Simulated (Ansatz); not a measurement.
# Ag3AuSe2 (I4_132): a band-gap study from r2SCAN to G0W0 at the band limit

Aim: a best estimate of the quasiparticle gap of Ag3AuSe2 (I4_132), with each correction and its cost laid out.

Main program and level: Ansatz 0.2.0; density functionals, hybrids, G0W0, plane waves, PAW.

Most raw output is cut from this account.

In doubt: one-shot GW on d or f shells is unsure (steps 6, 7, 8, 9, 10, 11, 12), so the values of those runs are not to be relied on; masses and optical values from hybrid runs of this build are listed as unsure (steps 11, 12), which bears on the screening that GW takes from such a start.

## 1. The structure

The structure is cubic, space group I4_132 (No. 214). The conventional cell has a = 9.950 Å, b = 9.950 Å, c = 9.950 Å, α = 90.00°, β = 90.00°, γ = 90.00°. Ag has 4 Se at 2.74 to 2.87 Å and 2 Au at 3.01 Å and 2 Ag at 3.01 Å nearest. Nearest to Se lie 1 Au at 2.48 Å and 6 Ag at 2.74 to 2.87 Å. Au has 2 Se at 2.48 Å nearest. Farther neighbours and most contacts between anions are not listed.

Geometry: measured cell, ions relaxed with r2SCAN. The runs that relaxed it are not among those shown. Spin-orbit coupling is left out unless a step names it. The default PAW set here is soft_2. Its files were made with PBE.

## 2. r2SCAN bands

The cheap functional maps the bands first; the places of the edges decide which points the dearer methods must see.

This step: DFT, r2SCAN, plane waves, PAW.

input.yaml reads:

```yaml
crystal:
  lattice:
    - [-4.975, 4.975, 4.975]
    - [4.975, -4.975, 4.975]
    - [4.975, 4.975, -4.975]
  atoms:
    - { symbol: Ag, position: [0.25, 0.6207106707, 0.3707106707] }
    - { symbol: Ag, position: [0.6207106707, 0.75, 0.3707106707] }
    - { symbol: Ag, position: [0.75, 0.8792893293, 0.1292893293] }
    - { symbol: Ag, position: [0.8792893293, 0.25, 0.1292893293] }
    - { symbol: Ag, position: [0.3707106707, 0.25, 0.6207106707] }
    - { symbol: Ag, position: [0.3707106707, 0.6207106707, 0.75] }
    - { symbol: Ag, position: [0.1292893293, 0.75, 0.8792893293] }
    - { symbol: Ag, position: [0.1292893293, 0.8792893293, 0.25] }
    - { symbol: Ag, position: [0.25, 0.1292893293, 0.8792893293] }
    - { symbol: Ag, position: [0.6207106707, 0.3707106707, 0.25] }
    - { symbol: Ag, position: [0.75, 0.3707106707, 0.6207106707] }
    - { symbol: Ag, position: [0.8792893293, 0.1292893293, 0.75] }
    - { symbol: Se, position: [0.5378148057, 0.5378148057, 0.5378148057] }
    - { symbol: Se, position: [0.5378148057, 0.5, 0.0] }
    - { symbol: Se, position: [0.5, 0.0, 0.9621851943] }
    - { symbol: Se, position: [0.0, 0.5378148057, 0.5] }
    - { symbol: Se, position: [0.9621851943, 0.5, 0.0] }
    - { symbol: Se, position: [0.9621851943, 0.9621851943, 0.9621851943] }
    - { symbol: Se, position: [0.0, 0.9621851943, 0.5] }
    - { symbol: Se, position: [0.5, 0.0, 0.5378148057] }
    - { symbol: Au, position: [0.25, 0.25, 0.25] }
    - { symbol: Au, position: [0.25, 0.5, 0.0] }
    - { symbol: Au, position: [0.5, 0.0, 0.25] }
    - { symbol: Au, position: [0.0, 0.25, 0.5] }
kpoints:
  mp_grid: { grid: [4, 4, 4] }
  band_path:
    path:
      - [[0.0, 0.0, 0.0], [0.5, -0.5, 0.5], [0.0, 0.0, 0.5], [0.0, 0.0, 0.0], [0.25, 0.25, 0.25], [0.5, -0.5, 0.5]]
      - [[0.25, 0.25, 0.25], [0.0, 0.0, 0.5]]
    npoints: 10
hamiltonian:
  xc: r2scan
scf:
  occupations: { method: fermi_dirac, width: 0.02 }
  n_extra_bands: 12
output:
  eigenvalues: true
```

Started as:

```sh
ansatz run input.yaml --threads 16 --pin off --max-ram 82944MiB --backend cuda --events-out ev --progress --plain --runs-dir out --devices 1 --max-vram 78GiB
```

The job ended after 5.6 s (1 × NVIDIA GB200 (shared by 2 runs) with 16 threads of Arm Neoverse V2, shared host; peak memory 2.1 GiB; 45 s of CPU time).

Numbers from this step:

```
filled bands         : 216
gap                  : 0.4697 eV
valence top at       : Γ
conduction bottom at : Γ
least direct gap     : 0.4697 eV
```

The gap is direct, at Γ.

Electronic bands along the path, in eV, zero at the top of the highest nominally filled band:

| point | band 213 | band 214 | band 215 | band 216 | band 217 | band 218 | band 219 | band 220 |
| --- | --- | --- | --- | --- | --- | --- | --- | --- |
| Γ | -0.28 | -0.28 | 0.00 | 0.00 | 0.47 | 0.84 | 0.84 | 1.23 |
| halfway | -0.85 | -0.48 | -0.40 | -0.28 | 1.03 | 1.95 | 2.14 | 2.19 |
| H | -0.84 | -0.72 | -0.72 | -0.72 | 2.10 | 2.10 | 2.10 | 2.64 |
| halfway | -0.75 | -0.69 | -0.43 | -0.40 | 1.56 | 2.24 | 2.30 | 2.58 |
| N | -0.54 | -0.43 | -0.27 | -0.06 | 1.31 | 1.88 | 2.30 | 2.35 |
| halfway | -0.46 | -0.31 | -0.25 | -0.03 | 0.97 | 1.29 | 1.59 | 1.78 |
| Γ | -0.28 | -0.28 | 0.00 | 0.00 | 0.47 | 0.84 | 0.84 | 1.23 |
| halfway | -0.53 | -0.43 | -0.20 | -0.17 | 1.20 | 1.57 | 1.75 | 2.02 |
| P | -0.56 | -0.56 | -0.49 | -0.49 | 2.11 | 2.11 | 2.82 | 2.82 |
| halfway | -0.75 | -0.71 | -0.57 | -0.15 | 1.67 | 2.17 | 2.29 | 2.58 |
| H | -0.84 | -0.72 | -0.72 | -0.72 | 2.10 | 2.10 | 2.10 | 2.64 |
| jump to P | -0.56 | -0.56 | -0.49 | -0.49 | 2.11 | 2.11 | 2.82 | 2.82 |
| halfway | -0.64 | -0.59 | -0.38 | -0.20 | 1.65 | 2.08 | 2.49 | 2.53 |
| N | -0.54 | -0.43 | -0.27 | -0.06 | 1.31 | 1.88 | 2.30 | 2.35 |

## 3. r2SCAN+SOC

Spin-orbit coupling can split or shift the edges; a non-collinear run measures by how much.

This step: DFT, r2SCAN with spin-orbit coupling, plane waves, PAW.

Changes to input.yaml since step 2:

```diff
@@ -34,5 +34,7 @@
     path:
-      - [[0.0, 0.0, 0.0], [0.5, -0.5, 0.5], [0.0, 0.0, 0.5], [0.0, 0.0, 0.0], [0.25, 0.25, 0.25], [0.5, -0.5, 0.5]]
-      - [[0.25, 0.25, 0.25], [0.0, 0.0, 0.5]]
-    npoints: 10
+      - [0.0, 0.0, 0.0]
+      - [0.5, -0.5, 0.5]
+      - [0.0, 0.0, 0.5]
+      - [0.25, 0.25, 0.25]
+    npoints: 1
 hamiltonian:
@@ -41,3 +43,6 @@
   occupations: { method: fermi_dirac, width: 0.02 }
-  n_extra_bands: 12
+  n_extra_bands: 24
+magnetization:
+  noncollinear: true
+  spin_orbit: true
 output:
```

Wall time 7 s (1 × NVIDIA GB200 (shared by 2 runs) with 16 threads); peak memory 3 GiB.

This step gave:

```yaml
gap: 0.4924 eV
valence_top_at: Γ
conduction_bottom_at: Γ
least_direct_gap: 0.4924 eV
```

The gap stands +0.02 eV against r2SCAN.

## 4. HSE06

The screened hybrid is the usual rung above semilocal functionals: a quarter of exact exchange, cut off beyond a few ångström.

This step: DFT, HSE06, plane waves, PAW.

Changes to input.yaml since step 3:

```diff
@@ -31,3 +31,3 @@
 kpoints:
-  mp_grid: { grid: [4, 4, 4] }
+  mp_grid: { grid: [2, 2, 2] }
   band_path:
@@ -40,9 +40,6 @@
 hamiltonian:
-  xc: r2scan
+  xc: hse06
 scf:
-  occupations: { method: fermi_dirac, width: 0.02 }
-  n_extra_bands: 24
-magnetization:
-  noncollinear: true
-  spin_orbit: true
+  occupations: { method: fixed }
+  n_extra_bands: 12
 output:
```

Run time: 18 s. Hardware: 1 × NVIDIA GB200 (shared by 2 runs) with 16 threads; peak memory 2.7 GiB.

This step gave:

```
gap                  : 0.9514 eV
valence top at       : Γ
conduction bottom at : Γ
least direct gap     : 0.9514 eV
```

The gap stands +0.48 eV against r2SCAN.

## 5. HSE06+SOC

This step: DFT, HSE06 with spin-orbit coupling, plane waves, PAW.

Changes to input.yaml since step 4:

```diff
@@ -42,4 +42,7 @@
 scf:
-  occupations: { method: fixed }
-  n_extra_bands: 12
+  occupations: { method: fermi_dirac, width: 0.02 }
+  n_extra_bands: 24
+magnetization:
+  noncollinear: true
+  spin_orbit: true
 output:
```

Elapsed: 74 s, on 1 × NVIDIA GB200 (shared by 2 runs) with 16 threads; peak memory 7.3 GiB.

Numbers from this step:

```
gap                  : 0.9704 eV
valence top at       : Γ
conduction bottom at : Γ
least direct gap     : 0.9704 eV
```

The gap stands +0.02 eV against HSE06.

## 6. G0W0, 2×2×2 mesh, 800 empty bands, screening to 80 eV, hard PAW files

Now the one-shot GW correction: screening in the RPA, then the self-energy of the levels asked for. This step takes hard PAW files.

This step: G0W0 on r2SCAN, plane waves, PAW.

Changes to input.yaml since step 5:

```diff
@@ -32,18 +32,12 @@
   mp_grid: { grid: [2, 2, 2] }
-  band_path:
-    path:
-      - [0.0, 0.0, 0.0]
-      - [0.5, -0.5, 0.5]
-      - [0.0, 0.0, 0.5]
-      - [0.25, 0.25, 0.25]
-    npoints: 1
 hamiltonian:
-  xc: hse06
+  xc: r2scan
+  pseudopotentials: { kind: paw, source: ansatz }
 scf:
-  occupations: { method: fermi_dirac, width: 0.02 }
-  n_extra_bands: 24
-magnetization:
-  noncollinear: true
-  spin_orbit: true
-output:
-  eigenvalues: true
+  occupations: { method: fixed }
+gw:
+  n_empty_bands: 800
+  ecut_chi: 80.0
+  qp_bands: [v4, c4]
+  qp_kpoints: band_edges
+  screening: { model: contour_deformation }
```

Wall time 16 s (1 × NVIDIA GB200 (shared by 2 runs) with 16 threads); peak memory 9.3 GiB.

This step gave:

```
bands summed                                 : 1016
RPA ε∞ on this mesh (eigenvalues)            : 23.04, 23.04, 23.04
plane waves in the screening matrix          : 791
G0W0 gap on the mesh                         : 0.6053 eV
k of the valence top                         : 0, 0, 0
k of the conduction bottom                   : 0, 0, 0
starting gap on the mesh                     : 0.4610 eV
least direct G0W0 gap on the computed points : 0.6053 eV
```

The gap on the mesh goes from 0.46 eV to 0.61 eV, a correction of +0.14 eV. Between the two edge states, bare exchange in place of the xc potential would open the gap by 6.12 eV, and correlation takes back 5.98 eV.

## 7. G0W0, 2×2×2 mesh, 1470 empty bands, screening to 120 eV, hard PAW files

Another rung: the empty bands reach about as high as the screening cutoff, so the two stay in balance.

Changes to input.yaml since step 6:

```diff
@@ -38,4 +38,4 @@
 gw:
-  n_empty_bands: 800
-  ecut_chi: 80.0
+  n_empty_bands: 1470
+  ecut_chi: 120.0
   qp_bands: [v4, c4]
```

Elapsed: 30 s, on 1 × NVIDIA GB200 (shared by 2 runs) with 16 threads; peak memory 12 GiB.

This step gave:

| Quantity | Value |
| --- | --- |
| bands summed | 1686 |
| RPA ε∞ on this mesh (eigenvalues) | 22.97, 22.97, 22.97 |
| plane waves in the screening matrix | 1481 |
| G0W0 gap on the mesh | 0.6320 eV |
| k of the valence top | 0, 0, 0 |
| k of the conduction bottom | 0, 0, 0 |
| starting gap on the mesh | 0.4610 eV |
| least direct G0W0 gap on the computed points | 0.6320 eV |

Against the run with 2×2×2 mesh, 800 empty bands, screening to 80 eV, hard PAW files, the gap moves by +0.03 eV.

## 8. G0W0, 2×2×2 mesh, 2929 empty bands, screening to 190 eV, hard PAW files

Changes to input.yaml since step 7:

```diff
@@ -38,4 +38,4 @@
 gw:
-  n_empty_bands: 1470
-  ecut_chi: 120.0
+  n_empty_bands: 2929
+  ecut_chi: 190.0
   qp_bands: [v4, c4]
```

Elapsed: 67 s, on 1 × NVIDIA GB200 (shared by 2 runs) with 16 threads; peak memory 21 GiB.

This step gave:

```yaml
bands_summed: 3145
rpa_eps_infinity_on_this_mesh_eigenvalues: 22.95, 22.95, 22.95
plane_waves_in_the_screening_matrix: 2899
g0w0_gap_on_the_mesh: 0.6297 eV
k_of_the_valence_top: 0, 0, 0
k_of_the_conduction_bottom: 0, 0, 0
starting_gap_on_the_mesh: 0.4610 eV
least_direct_g0w0_gap_on_the_computed_points: 0.6297 eV
```

Against the run with 2×2×2 mesh, 1470 empty bands, screening to 120 eV, hard PAW files, the gap moves by −0.002 eV.

## 9. G0W0, 2×2×2 mesh, 5240 empty bands, screening to 280 eV, hard PAW files

Changes to input.yaml since step 8:

```diff
@@ -38,4 +38,4 @@
 gw:
-  n_empty_bands: 2929
-  ecut_chi: 190.0
+  n_empty_bands: 5240
+  ecut_chi: 280.0
   qp_bands: [v4, c4]
```

Elapsed: 4.4 min, on 1 × NVIDIA GB200 (shared by 2 runs) with 16 threads; peak memory 35 GiB.

This step gave:

- bands summed: 5456
- RPA ε∞ on this mesh (eigenvalues): 22.92, 22.92, 22.92
- plane waves in the screening matrix: 5281
- q-points in the mesh: 8
- G0W0 gap on the mesh: 0.6359 eV
- k of the valence top: 0, 0, 0
- k of the conduction bottom: 0, 0, 0
- starting gap on the mesh: 0.4610 eV
- Z at the valence top: 0.7421
- Z at the conduction bottom: 0.7666
- least direct G0W0 gap on the computed points: 0.6359 eV

Against the run with 2×2×2 mesh, 2929 empty bands, screening to 190 eV, hard PAW files, the gap moves by +0.006 eV.

Limits: finite bands, cutoff and mesh; d shell near the gap, gap tends to lie low; no spin-orbit coupling; coarse k mesh. v1 is the top filled band, c1 the lowest empty one. The levels before and after the correction (eV, zero at the valence-band top of each column):

```
           conduction bottom  valence top
Kohn-Sham               0.46         0.00
     G0W0               0.64         0.00
```

|  | level | occupation | energy (eV) |
| --- | --- | --- | --- |
| Kohn-Sham | Γ v4-v3 | 2 | -0.280 |
| Kohn-Sham | Γ v2-v1 | 2 | 0.000 |
| Kohn-Sham | Γ c1 | 0 | 0.461 |
| Kohn-Sham | Γ c2-c3 | 0 | 0.816 |
| Kohn-Sham | Γ c4 | 0 | 1.212 |
| G0W0 | Γ v4-v3 | 2 | -0.270 |
| G0W0 | Γ v2-v1 | 2 | 0.000 |
| G0W0 | Γ c1 | 0 | 0.636 |
| G0W0 | Γ c2-c3 | 0 | 0.962 |
| G0W0 | Γ c4 | 0 | 1.393 |

The parts of the quasiparticle energy at the two band edges (eV; QP = start + Σx + Σc − Vxc):

```csv
run,edge,start,Σx,Σc,Vxc,Z,QP
1016 bands,valence top,13.81,-24.45,2.74,-21.80,0.75,13.90
1016 bands,conduction bottom,14.28,-13.36,-3.23,-16.83,0.77,14.51
1686 bands,valence top,13.81,-24.45,2.54,-21.80,0.74,13.70
1686 bands,conduction bottom,14.28,-13.36,-3.41,-16.83,0.77,14.33
3145 bands,valence top,13.81,-24.45,2.37,-21.80,0.74,13.54
3145 bands,conduction bottom,14.28,-13.36,-3.58,-16.83,0.77,14.17
5456 bands,valence top,13.81,-24.45,2.29,-21.80,0.74,13.45
5456 bands,conduction bottom,14.28,-13.36,-3.66,-16.83,0.77,14.09
```

## 10. G0W0@r2SCAN, 4×4×4 mesh, 800 empty bands, screening to 80 eV, hard PAW files

A second mesh at equal bands and cutoff isolates the sampling error. Bands and cutoff differ from the step before, so it is read against an earlier run that matches them.

Changes to input.yaml since step 9:

```diff
@@ -31,3 +31,3 @@
 kpoints:
-  mp_grid: { grid: [2, 2, 2] }
+  mp_grid: { grid: [4, 4, 4] }
 hamiltonian:
@@ -38,4 +38,4 @@
 gw:
-  n_empty_bands: 5240
-  ecut_chi: 280.0
+  n_empty_bands: 800
+  ecut_chi: 80.0
   qp_bands: [v4, c4]
```

Elapsed: 3 min, on 1 × NVIDIA GB200 (shared by 2 runs) with 16 threads; peak memory 17 GiB.

This step gave:

- bands summed: 1016
- RPA ε∞ on this mesh (eigenvalues): 13.59, 13.59, 13.59
- plane waves in the screening matrix: 791
- G0W0 gap on the mesh: 0.6445 eV
- k of the valence top: 0, 0, 0
- k of the conduction bottom: 0, 0, 0
- starting gap on the mesh: 0.4715 eV
- least direct G0W0 gap on the computed points: 0.6445 eV

Against the run with 2×2×2 mesh, 800 empty bands, screening to 80 eV, hard PAW files, the gap moves by +0.04 eV.

## 11. G0W0@HSE06, 2×2×2 mesh, 1470 empty bands, screening to 120 eV, hard PAW files

One-shot GW remembers its start. Another functional's orbitals and levels show by how much. Bands and cutoff differ from the step before, so it is read against an earlier run that matches them.

This step: G0W0 on HSE06, plane waves, PAW.

Changes to input.yaml since step 10:

```diff
@@ -31,5 +31,5 @@
 kpoints:
-  mp_grid: { grid: [4, 4, 4] }
+  mp_grid: { grid: [2, 2, 2] }
 hamiltonian:
-  xc: r2scan
+  xc: hse06
   pseudopotentials: { kind: paw, source: ansatz }
@@ -38,4 +38,4 @@
 gw:
-  n_empty_bands: 800
-  ecut_chi: 80.0
+  n_empty_bands: 1470
+  ecut_chi: 120.0
   qp_bands: [v4, c4]
```

Run time: 2.8 min. Hardware: 1 × NVIDIA GB200 (shared by 2 runs) with 16 threads; peak memory 6.4 GiB; 9.6 min of CPU time.

This step gave:

```
bands summed                                 : 1686
RPA ε∞ on this mesh (eigenvalues)            : 13.57, 13.57, 13.57
plane waves in the screening matrix          : 1481
G0W0 gap on the mesh                         : 0.8662 eV
k of the valence top                         : 0, 0, 0
k of the conduction bottom                   : 0, 0, 0
starting gap on the mesh                     : 0.9549 eV
least direct G0W0 gap on the computed points : 0.8662 eV
```

Against the run with 2×2×2 mesh, 1470 empty bands, screening to 120 eV, hard PAW files on r2SCAN, the gap moves by +0.23 eV, while the start moved by +0.49 eV.

## 12. G0W0@PBE0, 2×2×2 mesh, 1470 empty bands, screening to 120 eV, hard PAW files

This step: G0W0 on PBE0, plane waves, PAW.

Changes to input.yaml since step 11:

```diff
@@ -33,3 +33,3 @@
 hamiltonian:
-  xc: hse06
+  xc: pbe0
   pseudopotentials: { kind: paw, source: ansatz }
```

Wall time 2.8 min (1 × NVIDIA GB200 (shared by 2 runs) with 16 threads); peak memory 6.4 GiB.

This step gave:

| Property | Result |
| --- | --- |
| bands summed | 1686 |
| RPA ε∞ on this mesh (eigenvalues) | 10.31, 10.31, 10.31 |
| plane waves in the screening matrix | 1481 |
| G0W0 gap on the mesh | 1.046 eV |
| k of the valence top | 0, 0, 0 |
| k of the conduction bottom | 0, 0, 0 |
| starting gap on the mesh | 1.613 eV |
| least direct G0W0 gap on the computed points | 1.046 eV |

Against the run with 2×2×2 mesh, 1470 empty bands, screening to 120 eV, hard PAW files on HSE06, the gap moves by +0.18 eV, while the start moved by +0.66 eV.

## 13. The ladder

Times are wall times on 1 × NVIDIA GB200 (shared by 2 runs) with 16 threads of Arm Neoverse V2, shared host, good to a factor of about two. G0W0 rows are gaps on the mesh, lowered by the amount that the mesh misses the start's edges, a rough step that assumes the same correction there.

```
                                         level  gap (eV)  least direct gap (eV)     time
                                        r2SCAN      0.47                   0.47    5.6 s
                                    r2SCAN+SOC      0.49                   0.49      7 s
                                         HSE06      0.95                   0.95     18 s
                                     HSE06+SOC      0.97                   0.97     74 s
       G0W0@r2SCAN (800 empty bands, hard PAW)      0.61                      -     16 s
      G0W0@r2SCAN (1470 empty bands, hard PAW)      0.63                      -     30 s
      G0W0@r2SCAN (2929 empty bands, hard PAW)      0.63                      -     67 s
      G0W0@r2SCAN (5240 empty bands, hard PAW)      0.64                      -  4.4 min
G0W0@r2SCAN (800 empty bands, 4×4×4, hard PAW)      0.64                      -    3 min
       G0W0@HSE06 (1470 empty bands, hard PAW)      0.87                      -  2.8 min
        G0W0@PBE0 (1470 empty bands, hard PAW)      1.05                      -  2.8 min
```

## 14. Adding up the best estimate

```csv
term,eV,running total (eV)
"G0W0 on the mesh, top rung",0.636,0.636
to the limit (rungs level),+0.000,0.636
shift on 4×4×4 less that on 2×2×2,+0.029,0.665
"spin-orbit change, from r2SCAN",+0.023,0.687
```

Changes that are not added in, each against a run with equal bands and cutoff:

| change | eV |
| --- | --- |
| start HSE06 | +0.23 |
| start PBE0 | +0.41 |

## 15. Results

| Item | Value |
| --- | --- |
| r2SCAN gap | 0.47 eV, direct |
| HSE06 | 0.95 eV |
| G0W0, top rung on the mesh | 0.64 eV |
| best estimate, G0W0@r2SCAN with spin-orbit change | 0.69 eV |
| GW settings of the top rung | 2×2×2 mesh, 5240 empty bands, screening to 280 eV, hard PAW files |
| known limits | one-shot GW, static lattice; d shell near the gap, gap tends to lie low; coarse k mesh |

In words: The best estimate for G0W0@r2SCAN is 0.69 eV, direct on the mesh, against 0.49 eV at the start (both with spin-orbit coupling). The rungs lie within 0.03 eV of each other (0.605, 0.632, 0.630 and 0.636 eV), no line can be drawn, and the top one is taken as the limit, which leaves about that much open. Of the changes left open the largest, +0.41 eV, comes from starting at PBE0. Among the functionals r2SCAN comes nearest: −0.19 eV from the estimate without its spin-orbit term (0.66 eV). That ranking leans on the start chosen for G0W0. All runs took 17 min, 89 % of it in G0W0. The 2×2×2 mesh is coarse for this cell (its supercell is 17 Å along the shortest edge). The RPA ε∞ on it, from the r2SCAN start, is 22.92; such meshes misread the long-range screening, most where the gap is narrow. A d shell, filled or nearly so, lies near the gap. One-shot GW converges very slowly in bands there, not always from below, and on a semilocal start the gap tends to come out low; starts rich in exact exchange can overshoot instead.

[Paths, hosts, dates, memory and timing lines, banners, echoed tables and standing remarks are left out of the program output.]

[Logs are printed without paths, hosts, clocks, repeated set-up lines and the standing remarks that a program may print on its own settings, such as how far it seeks lower states.]

[Runs of the session that timed out or met a known fault of the program may be left out.]

[Cells called generated may have been cut or substituted from an entry of the Crystallography Open Database or the Materials Project.]

[Hosts, paths, dates, database ids (printed as entryN), source tags and the programs' standing remarks are cut or masked in the printed files.]
